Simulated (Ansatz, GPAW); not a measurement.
**A 2-layer slab of Cu(100): converging a work function**

How do cutoff, mesh, smearing and the dipole layer change the work function of a 2-layer slab of Cu(100)?

Main program and level: GPAW 26.7.0 and Ansatz 0.2.0; Ansatz plane waves; slab in vacuum with a dipole correction, relaxation, in the first sound run; inputs show where later runs differ.

**1. Set-up**

The cell holds 2 atoms: 2 Cu. Its edges and angles: a = 2.553 Å, b = 2.553 Å, c = 19.805 Å, α = 90.0°, β = 90.0°, γ = 90.0°. Vacuum lies along c.

**2. Relaxation**

The atoms are relaxed first, since the surface dipole, and with it the work function, follows the positions of the outer layers. The lowest 1 atoms are held at bulk positions and keep their forces.

The input, input.yaml:

```yaml
crystal:
  lattice:
    - [2.5526554801, 0.0, 0.0]
    - [0.0, 2.5526554801, 0.0]
    - [0.0, 0.0, 19.805]
  atoms:
    - { symbol: Cu, position: [0.5, 0.5, 0.4544306993] }
    - { symbol: Cu, position: [0.0, 0.0, 0.5455693007] }
kpoints:
  mp_grid: { grid: [12, 12, 1] }
hamiltonian:
  xc: pbe
scf:
  occupations: { method: fermi_dirac, width: 0.1 }
efield:
  axis: 3
  dipole_correction: true
  ramp_width: 0.05
relax:
  f_tol: 0.02
  max_steps: 60
  constraints: [{ sites: [0] }]
output:
  write_potential: true
  write_density: true
  volumetric_format: npy
```

Run with:

```bash
> ansatz run input.yaml --threads 2 --pin off --max-ram 4096MiB --backend cpu --events-out ev --progress --plain --runs-dir out
```

Numbers of over 12 decimals in the logs are rounded to 6 here.

Log:

```text
Engine: ansatz 0.2.0, x86_64-unknown-linux-gnu
Pseudopotentials: kind: paw
Pseudopotential: Cu, paw, valence charge 19, recommended cutoff 420 eV (normal), Cu.paw.azcp
Functional definition: PBE
  parameter kappa = 0.804
  parameter beta = 0.066725
  exchange = pbe_x(kappa = kappa, mu = beta*pi^2/3)
  correlation = pbe_c(beta = beta)
Crystal: 2 atoms, lattice volume = 129.050 Å³
Basis set: ecut = 420 eV, 2551 PW (Γ), exchange–correlation on 36×36×270 points (8 copies of the dense FFT grid, shifted against one another)
Bands: 23, of which v1, the nominal top of the filled ones, is band 19 counted from 1 (18 counted from 0)
Symmetry: 8 space group operations
k-points: 28 of 144
Non-local potential: Cu, projectors of the file, l = 0: 3, l = 1: 2, l = 2: 3, l = 3: 1
PAW form: soft (Blöchl's): semilocal exchange-correlation on the pseudo side does not see the compensation charge
PAW one-centre angular grid: Cu, 590 points (default); XC on 64 Gauss nodes
Initial density: superposition of atomic densities (neutral atoms: chi_scale 0, normalization atom), corrected by the library's trained network
Initial wavefunctions: pseudopotential atomic-orbital guess
Functional: x = pbe(κ = 0.804, μ = 0.219515), c = pbe(β = 0.066725)
SCF iter   1: F=—  HF=-13249.139329 eV  |F-HF|=—  |Δ(HF+E_count)|=         —  Δρ=1.08e-3  dr2=1.01e-3  ethr=1.77e-3  p=0.000 e·Å  D=4.88e-14 V/Å  ΔV_dip=-0.00 eV  dr2_dipole=4.03e-9  V_vac-E_F(+/−)=4.69/4.69 eV  ⟨swp⟩=6.9  Hψ=3075  notcnv=0
efield: sawtooth ramp at fractional position 0.9750 (placed from the atoms, in the widest stretch of the axis that holds none; the zero of the levels goes with the place), width 0.0500; the density the first Hamiltonian is built on has a dipole p = 0.000 e·Å; the dipole correction subtracts the counter field D = 4.88e-14 V/Å, which shifts the + side's vacuum level by -0.00 eV against the − side's; the planar-averaged density in the ramp window peaks in size at 2.2e-5 e/Å³
preconditioner: auto → LDOS  [metal: Δε(μ)=0.198 eV  Ē_g=7.147 eV  σ=0.100 eV  W_gap=0.42  n_scr=14 (ndim 8)  ℏωp=15.3 eV  f_vac=0.734  D(μ)=0.58/eV (n_scr^D=4)  β→1.0]
SCF iter   2: F=—  HF=-13249.141921 eV  |F-HF|=—  |Δ(HF+E_count)|=   2.59e-3  Δρ=7.36e-4  dr2=5.40e-4  ethr=2.66e-6  p=-0.000 e·Å  D=-3.05e-5 V/Å  ΔV_dip=0.00 eV  dr2_dipole=1.19e-8  V_vac-E_F(+/−)=4.68/4.68 eV  ⟨swp⟩=3.1  Hψ=1724  notcnv=0
SCF iter   3: F=—  HF=-13249.142058 eV  |F-HF|=—  |Δ(HF+E_count)|=   1.36e-4  Δρ=1.23e-3  dr2=1.21e-3  ethr=1.42e-6  p=0.000 e·Å  D=7.64e-5 V/Å  ΔV_dip=-0.00 eV  dr2_dipole=3.93e-8  V_vac-E_F(+/−)=4.66/4.66 eV  ⟨swp⟩=2.0  Hψ=1199  notcnv=0
SCF iter   4: F=—  HF=-13249.141816 eV  |F-HF|=—  |Δ(HF+E_count)|=   2.42e-4  Δρ=1.45e-4  dr2=4.84e-5  ethr=1.42e-6  p=-0.000 e·Å  D=-5.68e-7 V/Å  ΔV_dip=0.00 eV  dr2_dipole=7.96e-10  V_vac-E_F(+/−)=4.67/4.67 eV  ⟨swp⟩=2.0  Hψ=936  notcnv=0
iter 5 did not close the SCF: its close was put off for the readings that it lacked (scf_convergence_deferred on its scf_iter line)
SCF iter   5: F=-13249.141804 eV  HF=-13249.141808 eV  |F-HF|=3.74e-6  |Δ(HF+E_count)|=   7.85e-6  Δρ=7.64e-5  dr2=5.07e-6  ethr=1.27e-7  p=0.000 e·Å  D=2.38e-5 V/Å  ΔV_dip=-0.00 eV  dr2_dipole=1.22e-9  V_vac-E_F(+/−)=4.68/4.68 eV  ⟨swp⟩=2.1  Hψ=918  notcnv=0
SCF iter   6: F=-13249.141807 eV  HF=-13249.141808 eV  |F-HF|=1.10e-6  |Δ(HF+E_count)|=   4.10e-7  Δρ=4.06e-5  dr2=1.32e-6  ethr=1.33e-8  p=-0.000 e·Å  D=-2.99e-5 V/Å  ΔV_dip=0.00 eV  dr2_dipole=3.19e-9  V_vac-E_F(+/−)=4.68/4.68 eV  ⟨swp⟩=9.6  Hψ=5279  notcnv=0
SCF 1 converged in 6 iterations: F = -13249.141807 eV  dr2 = 1.32e-6
  greatest PAW one-centre occupation: 1.000 electrons in one spin orbital (limit 2), on the Cu atom at site 0 (counted from 0), in its partial waves of l = 0
relax step   1: F+E_penalty+E_count = -13249.14180731 eV  Δ(F+E_penalty+E_count) = +0.000e0 eV  max|allowed force component| = 2.596e-1 eV/Å  Δτ_max = 0.0000 Å  (6 SCF iters, dr2 threshold 1.00e-5 eV, accepted)
Initial density: handed on by an earlier stage of this run
Initial wavefunctions: those handed on with the density
iter 1 solved again at ethr=5.18e-6 eV; its pass at ethr=3.10e-3 eV (dr2=1.97e-3 eV) is discarded
SCF iter   1: F=—  HF=-13249.147958 eV  |F-HF|=—  |Δ(HF+E_count)|=         —  Δρ=1.74e-3  dr2=2.01e-3  ethr=5.18e-6  p=-0.000 e·Å  D=-3.00e-5 V/Å  ΔV_dip=0.00 eV  dr2_dipole=4.03e-6  V_vac-E_F(+/−)=4.68/4.68 eV  ⟨swp⟩=2.3  Hψ=2453  notcnv=0  defer=2
efield: sawtooth ramp at fractional position 0.9750 (handed on by an earlier solve), width 0.0500; the density the first Hamiltonian is built on has a dipole p = -0.000 e·Å; the dipole correction subtracts the counter field D = -3.00e-5 V/Å, which shifts the + side's vacuum level by +0.00 eV against the − side's; the planar-averaged density in the ramp window peaks in size at 1.4e-5 e/Å³
preconditioner: auto → LDOS  [metal: Δε(μ)=0.194 eV  Ē_g=7.242 eV  σ=0.100 eV  W_gap=0.43  n_scr=14 (ndim 8)  ℏωp=15.3 eV  f_vac=0.732  D(μ)=0.57/eV (n_scr^D=4)  β→1.0]
SCF iter   2: F=—  HF=-13249.148449 eV  |F-HF|=—  |Δ(HF+E_count)|=   4.90e-4  Δρ=2.65e-3  dr2=5.69e-3  ethr=5.18e-6  p=-0.002 e·Å  D=-2.17e-3 V/Å  ΔV_dip=0.04 eV  dr2_dipole=1.17e-4  V_vac-E_F(+/−)=4.72/4.68 eV  ⟨swp⟩=2.0  Hψ=1231  notcnv=0  defer=2
SCF iter   3: F=—  HF=-13249.147801 eV  |F-HF|=—  |Δ(HF+E_count)|=   6.48e-4  Δρ=1.80e-3  dr2=2.37e-3  ethr=5.18e-6  p=0.001 e·Å  D=9.27e-4 V/Å  ΔV_dip=-0.02 eV  dr2_dipole=5.15e-7  V_vac-E_F(+/−)=4.66/4.68 eV  ⟨swp⟩=2.0  Hψ=1197  notcnv=0  defer=2
SCF iter   4: F=—  HF=-13249.147306 eV  |F-HF|=—  |Δ(HF+E_count)|=   4.95e-4  Δρ=5.22e-4  dr2=2.37e-4  ethr=5.18e-6  p=0.001 e·Å  D=7.75e-4 V/Å  ΔV_dip=-0.02 eV  dr2_dipole=1.14e-5  V_vac-E_F(+/−)=4.67/4.68 eV  ⟨swp⟩=2.1  Hψ=895  notcnv=0  defer=2
SCF iter   5: F=—  HF=-13249.147258 eV  |F-HF|=—  |Δ(HF+E_count)|=   4.87e-5  Δρ=8.46e-5  dr2=6.81e-6  ethr=6.25e-7  p=0.000 e·Å  D=1.56e-4 V/Å  ΔV_dip=-0.00 eV  dr2_dipole=5.59e-7  V_vac-E_F(+/−)=4.68/4.68 eV  ⟨swp⟩=2.0  Hψ=889  notcnv=0  defer=2
SCF iter   6: F=-13249.147256 eV  HF=-13249.147257 eV  |F-HF|=1.32e-6  |Δ(HF+E_count)|=   5.15e-7  Δρ=4.23e-5  dr2=1.32e-6  ethr=1.11e-8  p=0.000 e·Å  D=5.43e-5 V/Å  ΔV_dip=-0.00 eV  dr2_dipole=2.68e-8  V_vac-E_F(+/−)=4.68/4.68 eV  ⟨swp⟩=11.8  Hψ=5905  notcnv=0
SCF 2 converged in 6 iterations: F = -13249.147256 eV  dr2 = 1.32e-6
  greatest PAW one-centre occupation: 1.000 electrons in one spin orbital (limit 2), on the Cu atom at site 1 (counted from 0), in its partial waves of l = 0
relax step   2: F+E_penalty+E_count = -13249.14725569 eV  Δ(F+E_penalty+E_count) = -5.448e-3 eV  max|allowed force component| = 1.675e-1 eV/Å  Δτ_max = 0.0254 Å  (6 SCF iters, dr2 threshold 4.21e-6 eV, accepted)
SCF iter   1: F=—  HF=-13249.153147 eV  |F-HF|=—  |Δ(HF+E_count)|=         —  Δρ=3.14e-3  dr2=6.87e-3  ethr=1.61e-4  p=0.000 e·Å  D=5.42e-5 V/Å  ΔV_dip=-0.00 eV  dr2_dipole=4.76e-5  V_vac-E_F(+/−)=4.68/4.68 eV  ⟨swp⟩=4.3  Hψ=2035  notcnv=0  defer=2
efield: sawtooth ramp at fractional position 0.9750 (handed on by an earlier solve), width 0.0500; the density the first Hamiltonian is built on has a dipole p = 0.000 e·Å; the dipole correction subtracts the counter field D = 5.42e-5 V/Å, which shifts the + side's vacuum level by -0.00 eV against the − side's; the planar-averaged density in the ramp window peaks in size at 1.2e-5 e/Å³
preconditioner: auto → LDOS  [metal: Δε(μ)=0.186 eV  Ē_g=7.295 eV  σ=0.100 eV  W_gap=0.43  n_scr=14 (ndim 8)  ℏωp=15.3 eV  f_vac=0.734  D(μ)=0.57/eV (n_scr^D=4)  β→1.0]
SCF iter   2: F=—  HF=-13249.154444 eV  |F-HF|=—  |Δ(HF+E_count)|=   1.30e-3  Δρ=4.71e-3  dr2=1.80e-2  ethr=1.81e-5  p=-0.002 e·Å  D=-3.31e-3 V/Å  ΔV_dip=0.07 eV  dr2_dipole=2.05e-4  V_vac-E_F(+/−)=4.76/4.69 eV  ⟨swp⟩=2.2  Hψ=1530  notcnv=0  defer=2  recentre
SCF iter   3: F=—  HF=-13249.151706 eV  |F-HF|=—  |Δ(HF+E_count)|=   2.74e-3  Δρ=2.34e-3  dr2=4.14e-3  ethr=1.81e-5  p=0.001 e·Å  D=9.44e-4 V/Å  ΔV_dip=-0.02 eV  dr2_dipole=5.08e-7  V_vac-E_F(+/−)=4.67/4.68 eV  ⟨swp⟩=2.0  Hψ=1250  notcnv=0  defer=2
SCF iter   4: F=—  HF=-13249.150813 eV  |F-HF|=—  |Δ(HF+E_count)|=   8.93e-4  Δρ=2.52e-4  dr2=4.66e-5  ethr=1.09e-5  p=0.000 e·Å  D=2.56e-4 V/Å  ΔV_dip=-0.01 eV  dr2_dipole=3.83e-8  V_vac-E_F(+/−)=4.68/4.69 eV  ⟨swp⟩=2.0  Hψ=924  notcnv=0  defer=2
SCF iter   5: F=—  HF=-13249.150807 eV  |F-HF|=—  |Δ(HF+E_count)|=   6.20e-6  Δρ=1.19e-4  dr2=1.15e-5  ethr=1.23e-7  p=0.000 e·Å  D=1.24e-4 V/Å  ΔV_dip=-0.00 eV  dr2_dipole=3.53e-8  V_vac-E_F(+/−)=4.68/4.69 eV  ⟨swp⟩=3.4  Hψ=1249  notcnv=0  defer=2
SCF iter   6: F=-13249.150812 eV  HF=-13249.150809 eV  |F-HF|=3.10e-6  |Δ(HF+E_count)|=   1.88e-6  Δρ=3.65e-5  dr2=1.16e-6  ethr=4.62e-9  p=0.000 e·Å  D=1.49e-4 V/Å  ΔV_dip=-0.00 eV  dr2_dipole=1.05e-7  V_vac-E_F(+/−)=4.69/4.69 eV  ⟨swp⟩=9.6  Hψ=5313  notcnv=0
SCF 3 converged in 6 iterations: F = -13249.150812 eV  dr2 = 1.16e-6
relax step   3: F+E_penalty+E_count = -13249.15081218 eV  Δ(F+E_penalty+E_count) = -3.556e-3 eV  max|allowed force component| = 1.263e-2 eV/Å  Δτ_max = 0.0444 Å  (6 SCF iters, dr2 threshold 1.75e-6 eV, accepted)
iter 1 solved again at ethr=3.04e-9 eV; its pass at ethr=3.10e-3 eV (dr2=1.16e-6 eV) is discarded
SCF iter   1: F=—  HF=-13249.150807 eV  |F-HF|=—  |Δ(HF+E_count)|=         —  Δρ=3.64e-5  dr2=1.16e-6  ethr=3.04e-9  p=0.000 e·Å  D=1.49e-4 V/Å  ΔV_dip=-0.00 eV  dr2_dipole=1.05e-7  V_vac-E_F(+/−)=4.69/4.69 eV  ⟨swp⟩=1.0  Hψ=1960  notcnv=0  defer=2
efield: sawtooth ramp at fractional position 0.9750 (handed on by an earlier solve), width 0.0500; the density the first Hamiltonian is built on has a dipole p = 0.000 e·Å; the dipole correction subtracts the counter field D = 1.49e-4 V/Å, which shifts the + side's vacuum level by -0.00 eV against the − side's; the planar-averaged density in the ramp window peaks in size at 1.2e-5 e/Å³
preconditioner: auto → LDOS  [metal: Δε(μ)=0.198 eV  Ē_g=7.310 eV  σ=0.100 eV  W_gap=0.45  n_scr=14 (ndim 8)  ℏωp=15.3 eV  f_vac=0.735  D(μ)=0.57/eV (n_scr^D=4)  β→1.0]
SCF iter   2: F=—  HF=-13249.150813 eV  |F-HF|=—  |Δ(HF+E_count)|=   5.73e-6  Δρ=4.66e-5  dr2=1.60e-6  ethr=3.04e-9  p=0.000 e·Å  D=9.83e-6 V/Å  ΔV_dip=-0.00 eV  dr2_dipole=8.78e-9  V_vac-E_F(+/−)=4.69/4.69 eV  ⟨swp⟩=2.0  Hψ=1125  notcnv=0  defer=2
SCF iter   3: F=—  HF=-13249.150814 eV  |F-HF|=—  |Δ(HF+E_count)|=   6.22e-7  Δρ=7.06e-5  dr2=3.58e-6  ethr=3.04e-9  p=0.000 e·Å  D=8.97e-6 V/Å  ΔV_dip=-0.00 eV  dr2_dipole=2.96e-10  V_vac-E_F(+/−)=4.69/4.69 eV  ⟨swp⟩=2.0  Hψ=1176  notcnv=0  defer=2
SCF iter   4: F=-13249.150813 eV  HF=-13249.150813 eV  |F-HF|=7.28e-8  |Δ(HF+E_count)|=   8.22e-7  Δρ=3.72e-6  dr2=1.13e-8  ethr=2.63e-10  p=-0.000 e·Å  D=-3.43e-6 V/Å  ΔV_dip=0.00 eV  dr2_dipole=4.36e-10  V_vac-E_F(+/−)=4.69/4.69 eV  ⟨swp⟩=8.6  Hψ=4993  notcnv=0
SCF 4 converged in 4 iterations: F = -13249.150813 eV  dr2 = 1.13e-8
relax step   4: F+E_penalty+E_count = -13249.15081280 eV  Δ(F+E_penalty+E_count) = -6.188e-7 eV  max|allowed force component| = 1.155e-2 eV/Å  Δτ_max = 0.0000 Å  (4 SCF iters, accepted)
NSCF: frozen V_eff on 28 k-points
the band table was solved once a step of the walk had ended and its energy, with any forces and stress, was formed, with the checks that follow a solve (3931 applications of the Hamiltonian). They found nothing against the state; the energy, forces and stress were not computed again (output.eigenvalues in the input reference)
WARN: The input density's exchange-correlation potential varies sharply where the density is thin. Do not read a vacuum level from v_tot or v_xc, or from such a field of the output density. On a cell that repeats whose density bears no net charge and no dipole along the vacuum's axis use v_es (v_loc + v_h of the components); under efield.dipole_correction with no amplitude use v_es + v_field, which holds any external [...]
SCF converged after 4 iterations
Free energy (F): -13249.150813 eV
Harris-Foulkes:  -13249.150813 eV  (|F-HF|=7.28e-8)
Internal energy: -13249.131285 eV  (E = F + TS)
E sigma→0 (E₀):  -13249.141049 eV
Entropy (-TS):   -0.019528 eV (-9.764 meV/atom)
Fermi energy:    -0.704928 eV
Dipole field:    D = 0.000032 V/Å  (p = 0.000022 e·Å, saw-weighted, corrected)
Work function:   Φ+ = 4.6873 eV   Φ− = 4.6879 eV
Levels:          The Fermi level and band energies are counted from a zero that moves with the ramp; work functions are not
--- Per-component energies (eV) ---
  E_band       = -1366.444069
  E_kinetic    = 598.650702
  E_local      = -54869.062928  (includes V_loc(G=0)·N_el)
  E_nonlocal   = 787.057549
  E_hartree    = 26630.247092
  E_xc         = -176.119063
  E_vxc        = -226.993037  (∫ρ·V_xc dr)
  E_paw        = -3332.705059  (= ΣΔE_a)
  E_vpaw       = -916.592253  (= ΣTr[D̂ρ^β])
  E_aug_tail   = 0.000588  (compensation charges beyond the density's cutoff)
  E_efield     = 0.000000  (sawtooth field / dipole correction)
  E_vefield    = 0.000042  (∫n·V_field dr)
  E_ewald      = 17112.799833
  E_smearing   = -0.019528  (= −TS)
  E_closure    = -0.000000  (closes the sum)
  Σ components = -13249.150813   (vs F -13249.150813, Δ=0.00e0)
--- Forces (eV/Å), atoms counted from 1 ---
  atom   1  Cu    -0.00000000     0.00000000    -0.01158251
  atom   2  Cu    -0.00000000     0.00000000     0.01155355
  max |Σ_I F_I| component: 2.90e-5 eV/Å
--- Band table (eV; the first three rows and the last of 28) ---
  k-point 0: bands = [... 15 lower, -2.4232, -2.3770, -2.1252, -2.1252, -2.0709, 0.4316, 3.6767, 3.8764]
  k-point 1: bands = [... 15 lower, -2.4904, -2.2635, -2.1854, -2.1037, -2.0988, 0.7058, 3.8304, 4.0410]
  k-point 2: bands = [... 15 lower, -2.6380, -2.5188, -2.1824, -2.0643, -1.7563, 1.4051, 4.2916, 4.5326]
  k-point 27: bands = [... 15 lower, -2.3114, -1.8153, -1.8152, 2.9977, 2.9977, 7.5367, 7.5367, 7.8754]
--- Relaxed structure (4 steps of the walk, 4 accepted, 0 SCFs on fresh bases) ---
  F+E_penalty+E_count = -13249.15081280 eV   max|allowed force component| = 1.155e-2 eV/Å
  atoms:
    - { symbol: Cu, position: [0.5, 0.5, 0.4544306993] }
    - { symbol: Cu, position: [0, 0.0, 0.542046] }
```

It took 20 s on 2 threads of Intel Xeon Platinum 8259CL at 2.50GHz (Skylake/Cascade Lake), shared host; peak memory 0.45 GiB; 30 s of CPU time.

Step by step:

```csv
step,energy less that of the first step (eV),largest force component (eV/Å)
1,0.0000,0.2596
2,-0.0054,0.1675
3,-0.0090,0.0126
4,-0.0090,0.0116
```

The run keeps the 8 symmetry operations that it works with, so distortions that break them were not tested.

The atoms that moved most (Å):

```csv
atom,dx,dy,dz,length
Cu2,0.000,0.000,-0.070,0.070
```

Final coordinates:

```
Cu
1.0
     2.55266    0.00000    0.00000
     0.00000    2.55266    0.00000
     0.00000    0.00000   19.80500
Cu
2
Direct
  0.50000 0.50000 0.45443
  0.00000 0.00000 0.54205
```

Numbers from this step:

```
free energy             : -13249.1508 eV
smearing term TS        : 0.01953 eV
symmetry operations     : 8
upper work function     : 4.687 eV
lower work function     : 4.688 eV
dipole along the normal : 2.25e-5 e·Å
dipole field            : 3.15e-5 V/Å
vacuum level above      : 3.982 eV
vacuum level below      : 3.983 eV
```

The electrostatic potential energy of an electron (with the applied field's), less the Fermi level, planar mean by z:

```csv
z (Å),"electrostatic potential energy of an electron (with the applied field's), less the Fermi level, planar mean (eV)"
0.0,4.69
0.5,4.69
1.0,4.69
1.5,4.69
2.0,4.69
2.5,4.69
3.0,4.69
3.5,4.69
4.0,4.69
4.5,4.69
5.0,4.69
5.5,4.68
6.0,4.67
6.5,4.62
7.0,4.45
7.5,3.86
8.0,1.70
8.5,-7.68
9.0,-14.4
9.5,-8.17
10.0,-3.63
10.5,-12.9
11.0,-12.5
11.5,-1.46
12.0,3.18
12.5,4.26
13.0,4.57
13.5,4.65
14.0,4.68
14.5,4.68
15.0,4.69
15.5,4.69
16.0,4.69
16.5,4.69
17.0,4.69
17.5,4.69
18.0,4.69
18.5,4.69
19.0,4.69
19.5,4.69
```

Table of valence density, planar mean by z:

z (Å), valence density, planar mean (e/Å³) and a bar:
```
      5.5       0.00 
      6.0       0.00 
      6.5       0.00 
      7.0       0.01 
      7.5       0.03 
      8.0       0.11 #
      8.5       0.81 ######
      9.0       3.94 ##############################
      9.5       0.91 #######
     10.0       0.41 ###
     10.5       2.68 ####################
     11.0       2.38 ##################
     11.5       0.25 ##
     12.0       0.05 
     12.5       0.01 
     13.0       0.00 
     13.5       0.00 
     14.0       0.00
```

The relaxation lowered the energy of the cell by 0.00901 eV.

(Continued in part 2 of 2.)

[Logs are printed without paths, hosts, clocks, repeated set-up lines and the standing remarks that a program may print on its own settings, such as how far it seeks lower states.]

[Hosts, paths, dates, database ids (printed as entryN), source tags and the programs' standing remarks are cut or masked in the printed files.]
